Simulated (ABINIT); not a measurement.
## Cs2AgSbBr6 (Fm-3m): a self-consistent loop beyond G0W0, cycle by cycle

How far does self-consistency move the gap of Cs2AgSbBr6 (Fm-3m)?

Main program and level: ABINIT 10.8.3; PBEsol and many-body steps on it, plane waves.

**What was measured.**

- Gap 2.18 eV: indirect optical gap from Tauc plot; photothermal deflection spectroscopy; film (solution-processed film on quartz, about 200 nm thick) (“Bandgap Lowering in Mixed Alloys of Cs2Ag(SbxBi1-x)Br6 Double Perovskite Thin Films”, 2020, arxiv:2007.00388).

Most raw output is cut from this account.

### 1. The starting structure

Symmetry: Fm-3m, No. 225, cubic system. Conventional cell: a = 11.379 Å, b = 11.379 Å, c = 11.379 Å, α = 90.00°, β = 90.00°, γ = 90.00°. Cs has 12 Br at 4.02 Å nearest. Nearest to Ag lie 6 Br at 2.86 Å. Nearest to Sb lie 6 Br at 2.83 Å. Nearest to Br lie 1 Sb at 2.83 Å and 1 Ag at 2.86 Å and 4 Cs at 4.02 Å. Farther neighbours and most contacts between anions are not listed.

As a file:

```cif
data_structure
_symmetry_space_group_name_H-M 'P 1'
_symmetry_Int_Tables_number 1
_cell_length_a 8.0458
_cell_length_b 8.0458
_cell_length_c 8.0458
_cell_angle_alpha 60.000
_cell_angle_beta 60.000
_cell_angle_gamma 60.000
_cell_volume 368.29
loop_
_atom_site_label
_atom_site_type_symbol
_atom_site_fract_x
_atom_site_fract_y
_atom_site_fract_z
_atom_site_occupancy
Cs1 Cs 0.75000 0.75000 0.75000 1
Cs2 Cs 0.25000 0.25000 0.25000 1
Ag3 Ag 0.50000 0.50000 0.50000 1
Sb4 Sb 0.00000 0.00000 0.00000 1
Br5 Br 0.75155 0.24845 0.24845 1
Br6 Br 0.24845 0.24845 0.75155 1
Br7 Br 0.24845 0.75155 0.75155 1
Br8 Br 0.24845 0.75155 0.24845 1
Br9 Br 0.75155 0.24845 0.75155 1
Br10 Br 0.75155 0.75155 0.24845 1
```

The cell and positions are those that the Materials Project relaxed with its own functionals (PBE, PBE+U or r2SCAN), kept fixed. Spin-orbit coupling is left out unless a step names it.

### 2. Empty states on the mesh, 2×2×2 mesh, 308 bands

This step: ABINIT 10.8.3; DFT, PBEsol, plane waves, norm-conserving pseudopotentials.

The sums over transitions need many empty states on a uniform mesh; this step solves for them.

Contents of run.abi:

```
acell 3*1.0 Angstrom
rprim 
  0.000000000000 5.689253000000 5.689253000000
  5.689253000000 0.000000000000 5.689253000000
  5.689253000000 5.689253000000 0.000000000000
ntypat 4
znucl 55 47 51 35
natom 10
typat 1 1 2 3 4 4 4 4 4 4
xred 
  0.750000000000 0.750000000000 0.750000000000
  0.250000000000 0.250000000000 0.250000000000
  0.500000000000 0.500000000000 0.500000000000
  0.000000000000 0.000000000000 0.000000000000
  0.751554000000 0.248446000000 0.248446000000
  0.248446000000 0.248446000000 0.751554000000
  0.248446000000 0.751554000000 0.751554000000
  0.248446000000 0.751554000000 0.248446000000
  0.751554000000 0.248446000000 0.751554000000
  0.751554000000 0.751554000000 0.248446000000
pp_dirpath "pseudos"
pseudos "Cs.upf, Ag.upf, Sb.upf, Br.upf"
ecut 40
ngkpt 2 2 2
nshiftk 1
shiftk 0 0 0
kptopt 1
chksymbreak 0
iscf -2
irdden 1
istwfk *1
nband 308
nbdbuf 28
tolwfr 1e-09
nstep 60
prtvol 0
indata_prefix "in"
outdata_prefix "out"
tmpdata_prefix "tmp"
```

Command:

```console
> OMP_NUM_THREADS=2 mpirun -n 3 abinit run.abi > log
```

Run time: 10 min. Hardware: 3 MPI ranks of Arm Neoverse V1, shared host; peak memory 1 GiB; 47 min of CPU time.

This step gave:

```
gap                                                           : 0.8123 eV
k of the valence top                                          : 0.5, 0.5, 0
k of the conduction bottom                                    : 0.5, 0, 0
least direct gap                                              : 1.981 eV
k points computed                                             : 3
lowest point of the top converged band, above the valence top : 33.51 eV
```

On this mesh the gap is 0.812 eV.

The density comes from a self-consistent run that is not shown.

### 3. Screening, 2×2×2 mesh, 280 bands, screening to 89.8 eV

The RPA dielectric matrix is built and inverted for each q.

This step: RPA screening on PBEsol, plane waves, norm-conserving pseudopotentials.

run.abi: that of step 2 with these lines changed.

```diff
@@ -28,10 +28,11 @@
 chksymbreak 0
-iscf -2
-irdden 1
 istwfk *1
-nband 308
-nbdbuf 28
-tolwfr 1e-09
-nstep 60
-prtvol 0
+occopt 1
+irdwfk 1
+optdriver 3
+nband 280
+ecuteps 3.3
+inclvkb 2
+awtr 1
+symchi 1
 indata_prefix "in"
```

Command:

```console
> OMP_NUM_THREADS=1 mpirun -n 8 abinit run.abi > log
```

The job ended after 7.4 min (8 MPI ranks; peak memory 16 GiB; 59 min of CPU time).

This step gave:

* ε∞ with local fields, on this mesh, along the program's q direction: 6.623
* the same without local fields: 7.808
* plasma frequency: 24.63 eV
* plane waves in the screening matrix: 725

Local fields lower ε∞ by 15 %. On a Γ-centred mesh this coarse the value itself is usually too large, while a short band sum pulls it down.

### 4. G0W0

The self-energy is evaluated for the states that the input lists, and the levels follow from it, in one-shot runs by the linearised quasiparticle equation.

This step: G0W0 on PBEsol, plane waves, norm-conserving pseudopotentials.

run.abi: that of step 3 with these lines changed.

```diff
@@ -31,8 +31,19 @@
 irdwfk 1
-optdriver 3
+optdriver 4
 nband 280
+gwcalctyp 0
+ecutsigx 40
+symsigma 1
+nkptgw 3
+kptgw 
+  0.5000000000 0.5000000000 0.0000000000
+  0.5000000000 0.0000000000 0.0000000000
+  0.0000000000 0.0000000000 0.0000000000
+bdgw 
+  80 83
+  79 84
+  80 84
 ecuteps 3.3
-inclvkb 2
-awtr 1
-symchi 1
+irdscr 1
+ppmodel 1
 indata_prefix "in"
```

It took 74 s on 8 MPI ranks; peak memory 9.1 GiB; 9.8 min of CPU time.

This step gave:

| Property | Result |
| --- | --- |
| G0W0 gap on the points computed | 2.328 eV |
| starting gap on the mesh | 0.8123 eV |
| k of the valence top | 0.5, 0.5, 0 |
| k of the conduction bottom | 0.5, 0, 0 |
| Z at the valence top | 0.79 |
| Z at the conduction bottom | 0.808 |
| least direct G0W0 gap on the computed points | 3.598 eV |

The gap on the mesh goes from 0.81 eV to 2.33 eV, a correction of +1.52 eV.

### 5. evGW0, cycle 1

This step: evGW0 on PBEsol, plane waves, norm-conserving pseudopotentials.

run.abi: that of step 4 with these lines changed.

```diff
@@ -33,3 +33,3 @@
 nband 280
-gwcalctyp 0
+gwcalctyp 10
 ecutsigx 40
@@ -38,9 +38,9 @@
 kptgw 
+  0.0000000000 0.0000000000 0.0000000000
+  0.5000000000 0.0000000000 0.0000000000
   0.5000000000 0.5000000000 0.0000000000
-  0.5000000000 0.0000000000 0.0000000000
-  0.0000000000 0.0000000000 0.0000000000
 bdgw 
-  80 83
-  79 84
-  80 84
+  52 97
+  52 97
+  52 97
 ecuteps 3.3
@@ -51 +51,2 @@
 tmpdata_prefix "tmp"
+gwmem 00
```

Command:

```console
> OMP_NUM_THREADS=2 mpirun -n 4 abinit run.abi > log
```

The job ended after 12 min (4 MPI ranks; peak memory 4.6 GiB; 74 min of CPU time).

Numbers from this step:

| Property | Result |
| --- | --- |
| quasiparticle gap on the points computed | 2.704 eV |
| gap of the density functional on the mesh | 0.8123 eV |
| k of the valence top | 0.5, 0.5, 0 |
| k of the conduction bottom | 0.5, 0, 0 |
| Z at the valence top | 0.79 |
| Z at the conduction bottom | 0.808 |
| least direct quasiparticle gap on the computed points | 4.001 eV |

Against G0W0 in ABINIT (2×2×2 mesh, 280 bands, screening to 89.8 eV, Godby-Needs plasmon pole), the gap moves by +0.376 eV. This first cycle still uses the starting levels; it takes the full correction, at all points of the mesh, and its linearised value is 2.328 eV.

### 6. evGW0, cycle 2

The corrected levels of the last cycle go back in.

run.abi: that of step 5 with these lines changed.

```diff
@@ -48,2 +48,3 @@
 ppmodel 1
+irdqps 1
 indata_prefix "in"
```

Command:

```console
> OMP_NUM_THREADS=1 mpirun -n 8 abinit run.abi > log
```

The job ended after 9.9 min (8 MPI ranks; peak memory 8.8 GiB; 79 min of CPU time).

This step gave:

```yaml
quasiparticle_gap_on_the_points_computed: 2.498 eV
gap_of_the_density_functional_on_the_mesh: 0.8123 eV
k_of_the_valence_top: 0.5, 0.5, 0
k_of_the_conduction_bottom: 0.5, 0, 0
least_direct_quasiparticle_gap_on_the_computed_points: 3.769 eV
```

Against the cycle before, the gap moves by −0.206 eV.

### 7. evGW0, cycle 3

run.abi is that of step 6.

Wall time 10 min (8 MPI ranks); peak memory 8.8 GiB; 80 min of CPU time.

Numbers from this step:

```yaml
quasiparticle_gap_on_the_points_computed: 2.521 eV
gap_of_the_density_functional_on_the_mesh: 0.8123 eV
k_of_the_valence_top: 0.5, 0.5, 0
k_of_the_conduction_bottom: 0.5, 0, 0
least_direct_quasiparticle_gap_on_the_computed_points: 3.796 eV
```

Against the cycle before, the gap moves by +0.023 eV.

### 8. Side by side

Times are wall times on the hardware named with each run, good to a factor of about two. A run's time includes the screening step that it read.

```
           run   mesh  bands  screening cutoff (eV)  DFT gap (eV)  gap on the mesh (eV)  direct (eV)  ε∞ used     time
          G0W0  2×2×2    280                   89.8         0.812                 2.328        3.598     6.62  8.6 min
evGW0, cycle 1  2×2×2    280                   89.8         0.812                 2.704        4.001     6.62   19 min
evGW0, cycle 2  2×2×2    280                   89.8         0.812                 2.498        3.769     6.62   17 min
evGW0, cycle 3  2×2×2    280                   89.8         0.812                 2.521        3.796     6.62   17 min
```

### 9. Results

```yaml
g0w0: 2.328 eV
evgw0_cycle_1: 2.704 eV
evgw0_cycle_2: 2.498 eV
evgw0_cycle_3: 2.521 eV
known_limits: not at the basis limit; d shell near the gap, gap tends to lie low; no spin-orbit coupling; coarse k mesh
```

What this shows: Only the bands that the input lists are updated; the others, empty or deep, keep the functional's energies or take a rigid shift. evGW0 ends at 2.52 eV, +0.19 eV from G0W0, after 3 cycles that took 32 min beside the first screening; the last moved the gap by 0.023 eV. The first cycle of evGW0 takes the full correction, without the factor Z, so it overshoots the one-shot value. Against experiment, by evGW0, cycle 3: the gap of 2.52 eV lies +0.34 eV from the measured 2.18 eV (indirect, 2020). These are gaps on the mesh, at modest bands and cutoff. The calculation has static nuclei and no excitons; a measured gap holds zero-point and thermal motion, which mostly lowers it. Bands and cutoff are finite, so the gap is not at the basis limit. The miss can reach some tenths of an eV and take either sign; the mesh is an error of its own. The 2×2×2 mesh is coarse for this cell, which bears on the long-range parts of exchange and screening. A d shell, filled or nearly so, lies near the gap. One-shot GW converges very slowly in bands there, not always from below, and on a semilocal start the gap tends to come out low; starts rich in exact exchange can overshoot instead. The many-body steps are scalar-relativistic: spin-orbit coupling is not in them.

[Paths, hosts, dates, memory and timing lines, banners, echoed tables and standing remarks are left out of the program output.]

[Logs are printed without paths, hosts, clocks, repeated set-up lines and the standing remarks that a program may print on its own settings, such as how far it seeks lower states.]

[Runs of the session that timed out or met a known fault of the program may be left out.]

[Hosts, paths, dates, database ids (printed as entryN), source tags and the programs' standing remarks are cut or masked in the printed files.]

[G0W0 gaps are taken among the corrected bands and points alone; a level outside them can change the order at an edge.]

[Where Ansatz stands beside ABINIT at settings called matched, ABINIT's density can come from a denser mesh and the files from another edition; pairs whose starting gaps differed by over 0.03 eV were left out, so agreement reads better than it is.]
